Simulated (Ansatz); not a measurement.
# Si2Pb (built on the sites of a database entry of CaGe2): phonons and vibrational spectra, part 2 of 2

Wanted: phonon frequencies of Si2Pb (built on the sites of a database entry of CaGe2) and what follows from them.

Ansatz 0.2.0; DFT PBEsol, scalar-relativistic, plane waves, PAW.

So far. Step 4 (Relaxing to small forces for the phonons): The largest force component left is 0.11 meV/Å and the pressure is -0.001 GPa, within the tolerances set. The cell now holds 22.56 Å³/atom. Step 5 (Zone-centre response): Before it was imposed, the acoustic sum rule was missed by 6.3e-5 eV/Å². Small misses are needed for a sound result but don't prove that mesh and cutoff are converged. The lowest optical mode is real, 48.6 cm⁻¹. The relaxed cell has a = 3.734, c = 16.818 Å (conventional setting).

The structure was built from a prototype and need not be the compound's stable phase.

### Step 6. Phonons on a q mesh

Stability and thermal properties need the whole zone. Linear response on a 3×3×3 q mesh gives force constants as far as a supercell of that size would.

The input, input.yaml:

```yaml
crystal:
  lattice:
    - [1.8667691445, 1.0777776761, 5.6061059359]
    - [-1.8667691445, 1.0777776761, 5.6061059359]
    - [0.0, -2.1555613282, 5.606104787]
  atoms:
    - { symbol: Pb, position: [0.0, 0.0, 0.0] }
    - { symbol: Si, position: [0.8047604665, 0.8047604665, 0.8047604665] }
    - { symbol: Si, position: [0.1952395335, 0.1952395335, 0.1952395335] }
kpoints:
  mp_grid: { grid: [15, 15, 15] }
hamiltonian:
  xc: pbesol
scf:
  occupations: { method: methfessel_paxton, width: 0.2 }
output:
  eigenvalues: true
phonons:
  method: dfpt
  qmesh: [3, 3, 3]
  temperatures: { t_max: 1000, t_step: 50 }
  qpath:
    path:
      - [[0.0, 0.0, 0.0], [0.5, 0.5, 0.5], [0.80869302, 0.19130698, 0.5]]
      - [[0.5, -0.19130698, 0.19130698], [0.5, 0.0, 0.0], [0.0, 0.0, 0.0], [0.34565349, -0.34565349, 0.0]]
      - [[0.65434651, 0.0, 0.34565349], [0.5, 0.0, 0.5], [0.0, 0.0, 0.0]]
    npoints: 10
```

Run with:

```
ansatz run input.yaml --threads 8 --pin off --max-ram 14336MiB --backend cpu --events-out ev --progress --plain --runs-dir out
```

Numbers of over 12 decimals in the logs are rounded to 6 here.

Log:

```text
Warning: phonons: the dynamical matrix that this run interpolates holds no multipole term above the dipole-dipole one, and a site of this crystal is no centre of inversion, so its interpolated transverse optical and acoustic branches and sound speeds can stay off near Gamma, and the density of states and the thermodynamics with them. What a run solves at a wave vector of phonons.qpoints, Gamma apart, where the deck admits one, is free of this, and under fd what a larger phonons.supercell samples
[...]
Crystal: 3 atoms, lattice volume = 67.676 Å³
Basis set: ecut = 420 eV, 1309 PW (Γ), exchange–correlation on 90×90×90 points (8 copies of the dense FFT grid, shifted against one another)
Bands: 15, of which v1, the nominal top of the filled ones, is band 11 counted from 1 (10 counted from 0)
Symmetry: 12 space group operations
k-points: 344 of 3375
[...]
SCF iter   1: F=—  HF=-12997.256474 eV  |F-HF|=—  |Δ(HF+E_count)|=         —  Δρ=2.61e-3  dr2=8.07e-3  ethr=1.77e-3  ⟨swp⟩=6.0  Hψ=30056  notcnv=0
[...]
SCF iter   9: F=-12997.253749 eV  HF=-12997.253749 eV  |F-HF|=3.64e-12  |Δ(HF+E_count)|=  3.82e-11  S|Δr|=    0.00e0  Δρ=9.61e-8  dr2=8.00e-12  ethr=1.00e-12  ⟨swp⟩=5.6  Hψ=29753  notcnv=0
SCF 1 converged in 9 iterations: F = -12997.253749 eV  dr2 = 8.00e-12
[...]
SCF iter   3: F=-12997.253749 eV  HF=-12997.253749 eV  |F-HF|=1.82e-12  |Δ(HF+E_count)|=  3.64e-12  S|Δr|=    0.00e0  Δρ=6.57e-8  dr2=3.42e-12  ethr=1.00e-12  ⟨swp⟩=1.0  Hψ=11696  notcnv=0
SCF 2 converged in 3 iterations: F = -12997.253749 eV  dr2 = 3.42e-12
phonons: the bands overlap, so this run is a metal and interpolates without the dipole-dipole term. If the crystal is really an insulator or semiconductor, its LO-TO splitting is missing
NSCF: frozen V_eff on 344 k-points
WARN: eigensolver did not converge in 46 slots of this pass, the one above among them; of largest residual over every band (k=44): 1 band(s) unlocked (lowest unlocked band 14, counted from 0; max residual 2.53e-2 eV among the unlocked bands, 2.53e-2 eV over every band); of lowest unlocked band (k=3): band 14
[...]
DFPT response loops at q = (0, 0, 0) (fractional): preconditioner auto → Kerker (q_TF=auto, 2.262 Å⁻¹) (partly filled bands, converged f_vac=0.000); β = 1.00, the filter's whole step (`scf.mixing.beta` (0.50) is not read by the response loops under this deck's `scf.mixing.preconditioner`; to damp them name `kerker` or `kerker_dos`, under which they read `scf.mixing.beta`, and type it under 1.00, their step now; both keys bind the ground state too); Broyden in place of MSR1
[...]
SCF converged after 9 iterations
[...]
Free energy (F): -12997.253749 eV
[...]
Internal energy: -12997.253359 eV  (E = F + TS)
E sigma→0 (E₀):  -12997.253651 eV
Entropy (-TS):   -0.000391 eV (-0.130 meV/atom)
Fermi energy:    8.865923 eV
[...]
--- Band table (eV; the first three rows and the last of 344) ---
  k-point 0: bands = [... 7 lower, 2.8818, 8.3976, 8.3976, 10.8489, 11.9869, 11.9869, 12.1798, 12.7717]
  k-point 1: bands = [... 7 lower, 2.9655, 7.8091, 8.2689, 11.2332, 11.3052, 12.0071, 12.1945, 12.6131]
  k-point 2: bands = [... 7 lower, 3.2079, 6.6866, 7.9635, 10.1216, 11.1563, 12.0914, 12.7307, 12.8890]
  k-point 343: bands = [... 7 lower, 7.0144, 7.9417, 8.0798, 8.1034, 11.5532, 11.9700, 12.1472, 13.4360]
--- Phonons (Γ-DFPT): 4 representative perturbations + reference (Σ response iterations 12) ---
  ASR residual: 7.102e-5 → 0.000e0 eV/Å²; symmetrization residual: 1.037e-5 eV/Å²
  ASR residual per site (eV/Å²): 7.10e-5 2.05e-5 2.05e-5
  Γ frequencies (cm⁻¹): 0.00 0.00 0.00 48.56 48.56 118.10 323.30 450.70 450.70
--- Phonons (arbitrary-q DFPT): 6 irreducible q on the 3×3×3 mesh ---
  q = [0.0000, 0.0000, 0.0000] (star 1, of the zone-centre solve; hermiticity 1.96e-6, symmetrization 4.30e-7): -0.00 0.00 0.00 48.56 48.56 118.10 323.30 450.70 450.70
  q = [0.0000, 0.0000, 0.3333] (star 6, 6 solved perturbations on 1800 of 3375 k-point pairs; hermiticity 1.62e-6, symmetrization 4.70e-12): 26.85 34.00 49.92 95.06 125.87 144.71 334.67 421.26 428.96
  q = [0.0000, 0.3333, 0.3333] (star 6, 4 solved perturbations in 10350 linear systems a pass and spin channel, the states on 3375 of 3375 k-point pairs; hermiticity 2.36e-4, symmetrization 1.18e-4): 29.33 41.19 55.48 106.81 140.47 148.97 330.84 420.99 428.48
[...]
sum rule: each row above includes the acoustic sum rule's correction from the zone centre's row sums; it moved no ω² by more than (0.45 cm⁻¹)²
  mesh force constants: q→R imaginary residual 0.00e0; ASR residual 7.102e-5 → 0.000e0 eV/Å²; symmetrization residual 1.954e-14 eV/Å²
  interpolated dispersion: 73 rows × 9 modes
  density of states and harmonic sums: on the 21×21×21 q-mesh, interpolated from the force constants of a 3×3×3 supercell (no non-analytic term)
  largest difference from the sums on the solved wave vectors: F 2.60e-2 eV, S 3.55e-5 and C_V 9.55e-6 eV/K
  zero-point energy: 0.104611 eV/cell   skipped modes (ω ≤ 0): 3   left out of the sums: 3.60e-5 of the cell's modes: C_V's classical limit lies that fraction below 3 k_B per atom; for a crystal, a wire or a layer, F and S can be off by more, and a phonons.interpolated_qmesh denser along its periods is the remedy for the sampling
```

Elapsed: 33 min, on 8 threads of Arm Neoverse N1, shared host; peak memory 7.4 GiB; 4.2 h of CPU time.

This step gave:

```
sum-rule residual before enforcement                       : 7.10e-5 eV/Å²
lowest frequency on the path                               : 0 cm⁻¹
highest frequency on the path or at a solved wavevector    : 450.8 cm⁻¹
mean frequency                                             : 187.5 cm⁻¹
Debye temperature (second moment)                          : 449 K
logarithmic mean frequency                                 : 125 cm⁻¹
lowest mode on the q mesh (acoustic modes at Γ apart)      : 22.52 cm⁻¹
zero-point energy per atom                                 : 34.87 meV
heat capacity at 300 K                                     : 22.56 J/(mol atoms K)
vibrational entropy at 300 K                               : 39.01 J/(mol atoms K)
edges of the widest gap between branches, on path and mesh : 178.2, 312 cm⁻¹
```

Frequencies (cm⁻¹) solved at each irreducible wavevector; negative means imaginary. Frequencies by wavevector, by row:

```tsv
q in reciprocal lattice units	star	mode 1	mode 2	mode 3	mode 4	mode 5	mode 6	mode 7	mode 8	mode 9
0 0 0	1	0	0	0	48.6	48.6	118.1	323.3	450.7	450.7
0 0 0.3333	6	26.9	34	49.9	95.1	125.9	144.7	334.7	421.3	429
0 0.3333 0.3333	6	29.3	41.2	55.5	106.8	140.5	149	330.8	421	428.5
0 0.3333 -0.3333	6	36.7	45.2	53	126.4	133.6	178	362.2	364.2	428.8
0.3333 0.3333 0.3333	2	22.5	22.5	64.6	64.6	66.2	148.4	322.1	450.8	450.8
0.3333 0.3333 -0.3333	6	33.5	47.9	58.5	104.1	127.6	140.2	336.3	421.8	428.6
```

Interpolated from a 3×3×3 q mesh. Phonon branches along the path, in cm⁻¹:

```tsv
point	branch 1	branch 2	branch 3	branch 4	branch 5	branch 6	branch 7	branch 8	branch 9
Γ	0	0	0	49	49	118	323	451	451
halfway	18	18	52	60	60	139	323	451	451
T	27	27	69	69	79	157	321	451	451
halfway	34	43	67	119	130	140	320	431	434
H2	40	44	55	128	131	177	358	370	428
jump to H0	40	44	55	128	131	177	358	370	428
halfway	34	37	54	115	137	150	369	374	428
L	26	36	55	91	112	130	384	385	424
halfway	26	31	44	90	128	146	316	434	435
Γ	0	0	0	49	49	118	323	451	451
halfway	26	37	44	117	136	144	320	423	433
S0	38	44	54	129	131	178	360	367	429
jump to S2	38	44	54	129	131	178	360	367	429
halfway	38	43	60	112	142	153	366	381	426
F	34	47	59	101	130	145	376	387	424
halfway	25	35	50	102	139	145	314	434	434
Γ	0	0	0	49	49	118	323	451	451
```

The phonon branches as a text plot (rows in cm⁻¹; labels by their first letter):

```
    441 |***********              ***********               *****
    423 |          ***************          ****************
    404 |            **        *             ***        **
    385 |              *   ****                 *   ****
    366 |               ****                     ****** *
    347 |             **       **              **        *
    329 |*******   ***           *    ***   ***           **    *
    310 |       ***               ****   ***                ****
    291 |
    272 |
    254 |
    235 |
    216 |
    197 |
    178 |              ***                       ***
    160 |    ****     *   *                    **   *
    141 |  **    *****  *****  *****       ******* ***********
    122 |**       ********* *************** ********* ***    ****
    103 |       ***        ** * **  *      *         ******** *
     85 |    ****            ***  ** *   **                  ***
     66 |  ***** ******             *** **         *******     **
     47 |***      ******************  ***  *******************  *
     28 | * *********     ************  **********   ***********
      9 |***                         *****                     **
         Γ    T        H|H    L        Γ         S|S   F        Γ
```

Tetrahedra on a 21×21×21 mesh, mean over bins of 5 cm-1. Interpolated from a 3×3×3 q mesh. Phonon density of states against wavenumber; read off at these points:

wavenumber (cm⁻¹), phonon density of states (1/cm⁻¹/cell) and a bar:
```
        2      0.000 
       12      0.001 
       28      0.070 #################
       32      0.104 ##########################
       38      0.103 #########################
       52      0.071 ##################
       62      0.020 #####
       78      0.007 ##
       88      0.007 ##
       98      0.022 #####
      112      0.031 ########
      122      0.048 ############
      138      0.075 ###################
      142      0.083 #####################
      148      0.053 #############
      162      0.007 ##
      172      0.005 #
      182      0.000 
      198      0.000 
      208      0.000 
      222      0.000 
      232      0.000 
      248      0.000 
      258      0.000 
      272      0.000 
      282      0.000 
      292      0.000 
      308      0.000 
      318      0.034 ########
      332      0.011 ###
      342      0.013 ###
      358      0.020 #####
      368      0.013 ###
      378      0.012 ###
      392      0.014 ###
      402      0.013 ###
      418      0.013 ###
      428      0.121 ##############################
      442      0.028 #######
      452      0.003 #
```

The partial phonon density of states has structure finer than the step of the table below, so its rows give means over 10 cm⁻¹, whole bins alone (the curve runs from -10 to 474 cm⁻¹). Peaks (cm⁻¹: height): Pb 35.7: 0.0972; Si 139.3: 0.0748, 315.9: 0.0273, 428.6: 0.0836.

Phonopy on the run's constants, 17x17x17 mesh, Gaussian sigma 3.5 cm-1. Interpolated from a 3×3×3 q mesh. The partial phonon density of states by wavenumber; means over each step; values in 1/cm⁻¹/cell:

```tsv
wavenumber (cm⁻¹)	Pb	Si
0	9.7e-5	2.4e-5
10	0.00133	1.7e-4
20	0.0187	6.4e-4
30	0.0769	0.00196
40	0.0850	0.00357
50	0.0647	0.00292
60	0.0347	0.00290
70	0.00781	0.00402
80	0.00137	0.00554
90	1.1e-4	0.0114
100	2.7e-4	0.0232
110	6.8e-4	0.0318
120	0.00151	0.0396
130	0.00237	0.0521
140	0.00296	0.0705
150	0.00122	0.0344
160	5.3e-5	0.00806
170	6.3e-6	0.00543
180	0	0.00184
190	0	2.1e-5
200	0	0
210	0	0
220	0	0
230	0	0
240	0	0
250	0	0
260	0	0
270	0	0
280	0	0
290	0	0
300	0	1.8e-4
310	2.3e-5	0.0111
320	4.4e-5	0.0219
330	1.5e-5	0.0121
340	1.1e-5	0.0123
350	1.9e-5	0.0148
360	2.0e-5	0.0165
370	1.1e-5	0.0137
380	1.0e-5	0.0123
390	1.0e-5	0.0133
400	1.0e-5	0.0135
410	1.0e-5	0.0126
420	1.0e-5	0.0312
430	1.0e-5	0.0679
440	4.3e-6	0.0316
450	0	0.0141
460	0	6.9e-4
```

Harmonic thermodynamic functions per atom, from the density of states. Interpolated from a 3×3×3 q mesh. Thermodynamic functions, by row:

```tsv
T (K)	F_vib (meV/atom)	S (J/mol-atom/K)	C_V (J/mol-atom/K)
0	34.87	0	0
50	33.02	8.848	10.48
100	25.99	17.81	15.38
200	0.64	30.26	20.43
300	-35.48	39.01	22.56
400	-79.49	45.64	23.51
500	-129.6	50.95	23.99
600	-184.8	55.35	24.27
700	-244.1	59.1	24.44
800	-307.1	62.38	24.56
900	-373.3	65.27	24.64
1000	-442.3	67.87	24.69
```

Harmonic mean-square displacement, third of the trace. Interpolated from a 3×3×3 q mesh. Mean square displacements, by row:

```tsv
T (K)	Pb1 U_eq (Å²)	Si2 U_eq (Å²)	Si3 U_eq (Å²)
0	0.00208	0.00341	0.00341
100	0.00849	0.00549	0.00549
300	0.02496	0.0134	0.0134
600	0.04983	0.0261	0.0261
```

Symmetry leaves 6 wavevectors to solve. The lowest mode among them, the acoustic zeros apart, lies at q = (0.333, 0.333, 0.333) and is real, 22.5 cm⁻¹.

### Step 7. Isotope substitution, element Pb, natural mass 207.2 amu

An isotope changes the mass and not the force constants, so no new electronic calculation is needed; the shifts show which modes move this element.

The same force constants with the mass of Pb changed from 207.200 to 203.973 u (phonopy, no LO-TO term). Both lists are sorted by frequency; levels can cross, so a row need not hold one and the same mode. Modes under 3 cm⁻¹ are left out. Isotope shifts, by row:

```tsv
q	rank	natural mass (cm⁻¹)	changed mass (cm⁻¹)
0 0 0	4	48.56	48.64
0 0 0	5	48.56	48.64
0 0 0	6	118.1	118.3
0 0 0	7	323.3	323.3
0 0 0	8	450.7	450.7
0 0 0	9	450.7	450.7
0 0 0.3333	1	26.85	27.06
0 0 0.3333	2	34	34.24
0 0 0.3333	3	49.92	50.31
0 0 0.3333	4	95.06	95.07
0 0 0.3333	5	125.9	125.9
0 0 0.3333	6	144.7	144.8
0 0 0.3333	7	334.7	334.7
0 0 0.3333	8	421.3	421.3
0 0 0.3333	9	429	429
0 0.3333 0.3333	1	29.33	29.56
0 0.3333 0.3333	2	41.19	41.5
0 0.3333 0.3333	3	55.48	55.9
0 0.3333 0.3333	4	106.8	106.8
0 0.3333 0.3333	5	140.5	140.5
0 0.3333 0.3333	6	149	149
0 0.3333 0.3333	7	330.8	330.8
0 0.3333 0.3333	8	421	421
0 0.3333 0.3333	9	428.5	428.5
0 0.3333 -0.3333	1	36.69	36.97
0 0.3333 -0.3333	2	45.23	45.57
0 0.3333 -0.3333	3	52.99	53.41
0 0.3333 -0.3333	4	126.4	126.5
0 0.3333 -0.3333	5	133.6	133.7
0 0.3333 -0.3333	6	178	178
0 0.3333 -0.3333	7	362.2	362.2
0 0.3333 -0.3333	8	364.2	364.2
0 0.3333 -0.3333	9	428.8	428.8
```

A mode of this element alone would shift by +0.79 %. The highest zone-centre frequency without the field goes from 450.7 to 450.7 cm⁻¹ (+0.0 %). The product of the frequency ratios over all optical modes at Γ is 1.005; the product rule, (m/m′)^(3k/2) (M′/M)^(3/2) with k = 1 such atoms and M the mass of the cell, gives 1.005.

### Step 8. Another isotope, element Si, natural mass 28.085 amu

The same for Si, from 28.09 to 29.97 u.

The same force constants with the mass of Si changed from 28.085 to 29.974 u (phonopy, no LO-TO term). Both lists are sorted by frequency; levels can cross, so a row need not hold one and the same mode. Modes under 3 cm⁻¹ are left out. Isotope shifts, by row:

```tsv
q	rank	natural mass (cm⁻¹)	changed mass (cm⁻¹)
0 0 0	4	48.56	47.34
0 0 0	5	48.56	47.34
0 0 0	6	118.1	115.1
0 0 0	7	323.3	312.9
0 0 0	8	450.7	436.3
0 0 0	9	450.7	436.3
0 0 0.3333	1	26.85	26.84
0 0 0.3333	2	34	33.89
0 0 0.3333	3	49.92	49.89
0 0 0.3333	4	95.06	92.03
0 0 0.3333	5	125.9	122.1
0 0 0.3333	6	144.7	140.3
0 0 0.3333	7	334.7	324
0 0 0.3333	8	421.3	407.8
0 0 0.3333	9	429	415.2
0 0.3333 0.3333	1	29.33	29.33
0 0.3333 0.3333	2	41.19	41.13
0 0.3333 0.3333	3	55.48	55.4
0 0.3333 0.3333	4	106.8	103.4
0 0.3333 0.3333	5	140.5	136.1
0 0.3333 0.3333	6	149	144.4
0 0.3333 0.3333	7	330.8	320.3
0 0.3333 0.3333	8	421	407.5
0 0.3333 0.3333	9	428.5	414.8
0 0.3333 -0.3333	1	36.69	36.63
0 0.3333 -0.3333	2	45.23	45.18
0 0.3333 -0.3333	3	52.99	52.98
0 0.3333 -0.3333	4	126.4	122.5
0 0.3333 -0.3333	5	133.6	129.6
0 0.3333 -0.3333	6	178	172.3
0 0.3333 -0.3333	7	362.2	350.6
0 0.3333 -0.3333	8	364.2	352.5
0 0.3333 -0.3333	9	428.8	415.1
```

A mode of this element alone would shift by -3.20 %. The highest zone-centre frequency without the field goes from 450.7 to 436.3 cm⁻¹ (-3.2 %). The product of the frequency ratios over all optical modes at Γ is 0.840; the product rule, (m/m′)^(3k/2) (M′/M)^(3/2) with k = 2 such atoms and M the mass of the cell, gives 0.840.

### Step 9. What came out

```yaml
space_group_after_relaxation_within_0p01_a: R-3m
volume_per_atom: 22.6 Å³
electronic_character: no gap on this mesh
highest_optical_mode_at_the_zone_centre_no_lo_to_term: 451 cm⁻¹
lowest_optical_zone_centre_mode: 48.6 cm⁻¹
lowest_mode_on_the_q_mesh_acoustic_modes_at_gamma_apart: 22.5 cm⁻¹
highest_frequency_on_the_path_or_at_a_solved_wavevector: 451 cm⁻¹
zero_point_energy_per_atom: 34.9 meV
heat_capacity_at_300_k: 22.6 J/(mol atoms K)
vibrational_entropy_at_300_k: 39.0 J/(mol atoms K)
debye_temperature_second_moment: 449 K
imaginary_modes_on_the_3x3x3_q_mesh: none
```

What this shows: The structure is a minimum as far as tested: no mode is imaginary at the 6 irreducible wavevectors of the 3×3×3 mesh, and the softest away from the acoustic zeros lies at 23 cm⁻¹. The optical modes at Γ span 49 to 451 cm⁻¹. The highest mode in this list at Γ, 450.7 cm⁻¹, is mostly motion of Si (100 % of the kinetic energy). On the path and the mesh, the widest gap between branches runs from 178 to 312 cm⁻¹. With no gap, or one that is small against the smearing, the frequencies hang on the k mesh and the smearing, most of all near Kohn anomalies. Spin-orbit coupling is left out, which can matter for the heavy elements here. A phonon run warned that its eigensolver left some bands unconverged in a pass. The starting cell was built on a prototype and not taken from a measurement, so the phase need not exist. These are harmonic frequencies at zero temperature: anharmonic shifts, linewidths and thermal expansion are left out.

[Logs are printed without paths, hosts, clocks, repeated set-up lines and the standing remarks that a program may print on its own settings, such as how far it seeks lower states.]

[Hosts, paths, dates, database ids (printed as entryN), source tags and the programs' standing remarks are cut or masked in the printed files.]
